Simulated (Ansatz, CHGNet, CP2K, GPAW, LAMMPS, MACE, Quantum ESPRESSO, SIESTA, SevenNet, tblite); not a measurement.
## CP2K on glassy Na2Si4O9 (90 atoms): settings against a plane-wave reference

How do the settings of CP2K change the result for glassy Na2Si4O9 (90 atoms)? A plane-wave run serves as the yardstick.

Main program and level: CP2K 2026.2; the method is named at each step.

## 1. The structure

The cell holds 90 atoms: 12 Na, 54 O and 24 Si. Its edges and angles: a = 10.817 Å, b = 10.817 Å, c = 10.817 Å, α = 90.0°, β = 90.0°, γ = 90.0°. 90 atoms (12 Na, 54 O, 24 Si) placed at random at 2.38 g/cm³, melted at 4500 K for 20 ps at fixed volume with the Morse and Coulomb pair potential with partial charges (Pedone, Malavasi, Menziani, Cormack and Segre, J. Phys. Chem. B 110, 11780 (2006)). Quenched from 4500 K to 300 K at 10 K/ps and fixed volume, held 5 ps.

The yardstick, on the same geometry:

- method: Kohn-Sham DFT, PBE, SSSP efficiency 1.3.0 pseudopotentials, plane waves (Quantum ESPRESSO 7.5); sssp-pbe-1.3.0-efficiency, cutoffs 60/480 Ry, Γ point
- r.m.s. force component: 1.318 eV/Å
- longest force: 5.296 eV/Å
- pressure: 5.227 GPa
- gap (highest filled to lowest empty level): 2.733 eV
- time: 2.7 min on 4 MPI ranks of Arm Neoverse V2, shared host
- CPU time: 11 min

## 2. PBE, DZVP-MOLOPT-SR, 1200/50 Ry, OT DIIS

Method: Kohn-Sham DFT, PBE, GTH-PBE pseudopotentials, Gaussian and plane waves, DZVP-MOLOPT-SR-GTH, orbital transformation.

Input file input.inp:

```
&GLOBAL
  PROJECT cell
  RUN_TYPE ENERGY_FORCE
  PRINT_LEVEL LOW
&END GLOBAL
&FORCE_EVAL
  METHOD QS
  STRESS_TENSOR ANALYTICAL
  &DFT
    BASIS_SET_FILE_NAME BASIS_MOLOPT
    POTENTIAL_FILE_NAME GTH_POTENTIALS
    &MGRID
      CUTOFF 1200
      REL_CUTOFF 50
      NGRIDS 5
    &END MGRID
    &QS
      EPS_DEFAULT 1.0E-12
    &END QS
    &SCF
      SCF_GUESS ATOMIC
      EPS_SCF 1.0E-06
      MAX_SCF 30
      &OT
        MINIMIZER DIIS
        PRECONDITIONER FULL_ALL
        ENERGY_GAP 0.001
      &END OT
      &OUTER_SCF
        EPS_SCF 1.0E-06
        MAX_SCF 8
      &END OUTER_SCF
      &PRINT
        &RESTART OFF
        &END RESTART
      &END PRINT
    &END SCF
    &XC
      &XC_FUNCTIONAL PBE
      &END XC_FUNCTIONAL
    &END XC
    &PRINT
      &MULLIKEN ON
      &END MULLIKEN
      &HIRSHFELD ON
        SHAPE_FUNCTION DENSITY
      &END HIRSHFELD
      &MO_CUBES
        NHOMO 1
        NLUMO 4
        WRITE_CUBE F
      &END MO_CUBES
    &END PRINT
  &END DFT
  &SUBSYS
    &CELL
      A 10.81660 0.00000 0.00000
      B 0.00000 10.81660 0.00000
      C 0.00000 0.00000 10.81660
    &END CELL
    &COORD
      SCALED
      Na 0.40930 0.89040 0.16156
      Na 0.54137 0.77923 0.96578
      Na 0.46190 0.30950 0.69964
      Na 0.53221 0.11486 0.44891
      Na 0.55487 0.60050 0.42996
      Na 0.56074 0.30989 0.00757
      Na 0.87082 0.13334 0.22742
      Na 0.63475 0.84169 0.38422
      Na 0.65250 0.11980 0.22936
      Na 0.83020 0.61887 0.56630
      Na 0.95875 0.32004 0.54337
      Na 0.68222 0.29736 0.69724
      O 0.56332 0.12333 0.68403
      O 0.43060 0.44124 0.21603
      O 0.14213 0.68324 0.98044
      O 0.27493 0.16361 0.73112
      O 0.45412 0.08192 0.87765
      O 0.97624 0.51084 0.93341
      O 0.32597 0.43802 0.56698
      O 0.93654 0.44201 0.35240
      O 0.21630 0.15027 0.97546
      O 0.17922 0.89533 0.07095
      O 0.24349 0.79253 0.46037
      O 0.20649 0.45811 0.97993
      O 0.90252 0.90710 0.77988
      O 0.78224 0.54292 0.78336
      O 0.42532 0.66872 0.63113
      O 0.06602 0.64576 0.39501
      O 0.33334 0.52145 0.78669
      O 0.72186 0.47090 0.46664
      O 0.69410 0.55189 0.99760
      O 0.35300 0.80986 0.92339
      O 0.67909 0.98060 0.85783
      O 0.98635 0.87914 0.20761
      O 0.89328 0.08833 0.92398
      O 0.08855 0.04439 0.66798
      O 0.21214 0.94931 0.29909
      O 0.64123 0.75036 0.55842
      O 0.35816 0.27703 0.37379
      O 0.42006 0.53875 0.00264
      O 0.76966 0.22677 0.06700
      O 0.36914 0.30757 0.90258
      O 0.17941 0.24110 0.52774
      O 0.17508 0.43244 0.38067
      O 0.19192 0.61415 0.59832
      O 0.76900 0.25952 0.36276
      O 0.57359 0.63843 0.16804
      O 0.43823 0.91973 0.36605
      O 0.80608 0.69629 0.17289
      O 0.14247 0.86517 0.81978
      O 0.85448 0.32204 0.85676
      O 0.98563 0.43996 0.69849
      O 0.08215 0.09444 0.16630
      O 0.46226 0.20152 0.16734
      O 0.83801 0.86799 0.01588
      O 0.07267 0.53544 0.16770
[... 30 atom lines left out ...]
      Si 0.54616 0.01566 0.77952
      Si 0.20552 0.11602 0.60886
      Si 0.71743 0.58737 0.14257
      Si 0.43132 0.57444 0.15248
    &END COORD
    &KIND Na
      BASIS_SET DZVP-MOLOPT-SR-GTH-q9
      POTENTIAL GTH-PBE-q9
    &END KIND
    &KIND O
      BASIS_SET DZVP-MOLOPT-SR-GTH-q6
      POTENTIAL GTH-PBE-q6
    &END KIND
    &KIND Si
      BASIS_SET DZVP-MOLOPT-SR-GTH-q4
      POTENTIAL GTH-PBE-q4
    &END KIND
  &END SUBSYS
  &PRINT
    &FORCES ON
    &END FORCES
    &STRESS_TENSOR ON
    &END STRESS_TENSOR
  &END PRINT
&END FORCE_EVAL
```

Started as:

```console
$ OMP_NUM_THREADS=1 cp2k.psmp -i input.inp > output.txt
```

Numbers of over 12 decimals in the logs are rounded to 6 here.

The program printed:

```text
CP2K| version string:                                       CP2K version 2026.2
 CP2K| Input file name                                                 input.inp
 GLOBAL| Basis set file name                                        BASIS_MOLOPT
 GLOBAL| Potential file name                                      GTH_POTENTIALS
 GLOBAL| Run type                                                   ENERGY_FORCE
 GLOBAL| Total number of message passing processes                             1
 GLOBAL| Number of threads for this process                                    1
 TOTAL NUMBERS AND MAXIMUM NUMBERS
  Total number of            - Atomic kinds:                                   3
                             - Atoms:                                         90
                             - Shell sets:                                    90
                             - Shells:                                       450
                             - Primitive Cartesian functions:                450
                             - Cartesian basis functions:                   1200
                             - Spherical basis functions:                   1122
  Maximum angular momentum of- Orbital basis functions:                        2
                             - Local part of the GTH pseudopotential:          2
                             - Non-local part of the GTH pseudopotential:      2
 SCF PARAMETERS         Density guess:                                    ATOMIC
                        max_scf:                                              30
                        eps_scf:                                        1.00E-06
                        Outer loop SCF in use
                        eps_scf                                         1.00E-06
                        max_scf                                                8
 Extrapolation method: initial_guess
 Number of electrons:                                                        528
[... lines left out ...]
  Step     Update method      Time    Convergence         Total energy    Change
[... lines left out ...]
  Total energy:                                             -1538.116803
[... lines left out ...]
                                         using   7 DIIS vectors
                                         safer DIIS on
  Preconditioner : FULL_ALL            : diagonalization, state selective
  Precond_solver : DEFAULT
  stepsize       :    0.15000000                  energy_gap     :    0.00100000
  eps_taylor     :   0.10000E-15                  max_taylor     :             4
  ----------------------------------- OT ---------------------------------------
  Step     Update method      Time    Convergence         Total energy    Change
[...]
7 OT DIIS     0.15E+00   14.0     0.00000115     -1538.1365242294 -1.03E-07
     8 OT DIIS     0.15E+00   14.0     0.00000047     -1538.1365242459 -1.64E-08
  *** SCF run converged in     8 steps ***
  Electronic density on regular grids:       -528.0000004845       -0.0000004845
  Core density on regular grids:              527.9999999997       -0.0000000003
  Total charge density on r-space grids:       -0.0000004848
  Total charge density g-space grids:          -0.0000004848
  Overlap energy of the core charge distribution:               1.82154e-06
  Self energy of the core charge distribution:              -4011.918876
  Core Hamiltonian energy:                                   1120.454149
  Hartree energy:                                            1664.445234
  Exchange-correlation energy:                               -311.117032
  Total energy:                                             -1538.136524
  outer SCF iter =    2 RMS gradient =   0.47E-06 energy =      -1538.1365242459
  outer SCF loop converged in   2 iterations or   38 steps
 !-----------------------------------------------------------------------------!
                     Mulliken Population Analysis
 #  Atom  Element  Kind  Atomic population                           Net charge
       1     Na       1          8.172127                              0.827873
       2     Na       1          8.156462                              0.843538
       3     Na       1          8.196704                              0.803296
[...]
89     Si       3          3.204687                              0.795313
      90     Si       3          3.394624                              0.605376
 # Total charge                            528.000000                 -0.000000
 !-----------------------------------------------------------------------------!
 !-----------------------------------------------------------------------------!
                           Hirshfeld Charges
  #Atom  Element  Kind  Ref Charge     Population                    Net charge
      1       Na     1       9.000          8.627                         0.373
      2       Na     1       9.000          8.668                         0.332
      3       Na     1       9.000          8.670                         0.330
[...]
89       Si     3       4.000          3.455                         0.545
     90       Si     3       4.000          3.581                         0.419
  Total Charge                                                           -0.000
 !-----------------------------------------------------------------------------!
  Eigenvalues of the occupied subspace spin            1
      -1.84310036     -1.81330859     -1.80930963     -1.80845594
      -1.79920721     -1.79358198     -1.79186419     -1.79153080
      -1.79095149     -1.78499936     -1.77193890     -1.77043554
[...]
0.09063480      0.09803485      0.09982144      0.10766642
 Fermi Energy [eV] :    2.929752
  Using OT eigensolver for additional unoccupied orbitals spin            1
  Lowest Eigenvalues of the unoccupied subspace spin            1
 OT| Eigensolver reached convergence in 211 iterations
       0.20255496      0.24753154      0.25466648      0.26170405
 HOMO - LUMO gap [eV] :    2.582048
 ENERGY| Total FORCE_EVAL ( QS ) energy [hartree]          -1538.136524
 FORCES| Atomic forces [hartree/bohr]
 FORCES|   Atom     x               y               z               |f|
 FORCES|      1 -1.92905459E-02 -1.33716301E-02 -9.83339269E-03   2.54484040E-02
 FORCES|      2  7.79507346E-03 -8.12268438E-03 -3.44038442E-03   1.17718910E-02
 FORCES|      3 -1.27930611E-02  6.56392411E-03 -5.98240154E-03   1.55735879E-02
[...]
FORCES|     89 -6.03695947E-02 -5.10627929E-02 -1.92099850E-02   8.13690377E-02
 FORCES|     90  7.44107735E-03 -7.03922720E-03 -2.32004185E-02   2.53609892E-02
 FORCES| Sum     3.31300533E-02 -3.49049713E-03 -8.88549302E-03
 FORCES| Total atomic force                                       3.44780508E-02
 STRESS| Analytical stress tensor [bar]
 STRESS|                        x                   y                   z
 STRESS|      x        6.03966606102E+04  -1.68203586499E+04  -2.10542476843E+04
 STRESS|      y       -1.68203586499E+04   4.54569750041E+04  -1.71965364304E+03
 STRESS|      z       -2.10542476843E+04  -1.71965364304E+03   4.14631966991E+04
 STRESS| 1/3 Trace                                             4.91056107711E+04
```

Elapsed: 9.6 min, on 1 thread of Arm Neoverse V2, shared host; peak memory 3.9 GiB.

Banners, paths, timers and routine set-up lines are dropped from the logs unmarked, and long logs keep their key lines alone; longer cuts are marked.

Against the reference:

* r.m.s. force component: 1.294 eV/Å
* r.m.s. difference of force components: 145.1 meV/Å
* longest difference of force vectors: 657.4 meV/Å
* force difference over r.m.s. force: 11.01 %
* slope of forces against the reference's: 0.9759
* correlation of force components: 0.994
* gap (highest filled to lowest empty level): 2.582 eV
* gap difference: -0.1514 eV
* pressure: 4.911 GPa
* pressure difference: -0.3167 GPa

Length of the force difference by element (eV/Å):

```tsv
element	atoms	mean	most
Na	12	0.37	0.48
O	54	0.15	0.45
Si	24	0.29	0.66
```

The surroundings of O52, whose charge lies farthest from its element's mean, nearest first, numbered as they follow in the input and with coordinates relative to it.

```tsv
atom	x	y	z	distance (Å)	bonds	Hirshfeld charge (e)	Fx	Fy	Fz (eV/Å)
O52	0.00	0.00	0.00	0.00	2	-0.46	1.15	0.04	-2.68
Si82	-0.87	0.14	1.24	1.52	4	0.45	-0.06	2.54	0.84
Na11	-0.29	-1.30	-1.68	2.14	3	0.38	0.54	-0.18	-0.40
O51	-1.42	-1.28	1.71	2.56	3	-0.27	-1.30	-2.08	0.16
O26	-2.20	1.11	0.92	2.63	3	-0.29	3.11	-0.14	-1.35
O18	-0.10	0.77	2.54	2.66	2	-0.28	-0.57	0.56	0.98
Na10	-1.68	1.94	-1.43	2.94	3	0.36	0.13	-0.25	0.46
O45	2.23	1.88	-1.08	3.11	2	-0.26	-1.14	-0.45	1.10
O43	2.10	-2.15	-1.85	3.53	3	-0.27	-0.77	0.24	0.01
Na12	-3.28	-1.54	-0.01	3.63	3	0.39	1.28	0.18	0.16
```

Forces lie 11 % from the reference's, at 0.88 times its CPU time (on 1 against 4 cores).

The forces add up to 1.8 eV/Å instead of zero, usually a sign of too coarse a grid.

(Part 1 of 2 ends here.)

[Also dropped from logs without a mark: logging warnings of Python, and SIESTA's first energy breakdown and zero terms.]

[Logs are printed without paths, hosts, clocks, repeated set-up lines and the standing remarks that a program may print on its own settings, such as how far it seeks lower states.]

[Hosts, paths, dates, database ids (printed as entryN), source tags and the programs' standing remarks are cut or masked in the printed files.]
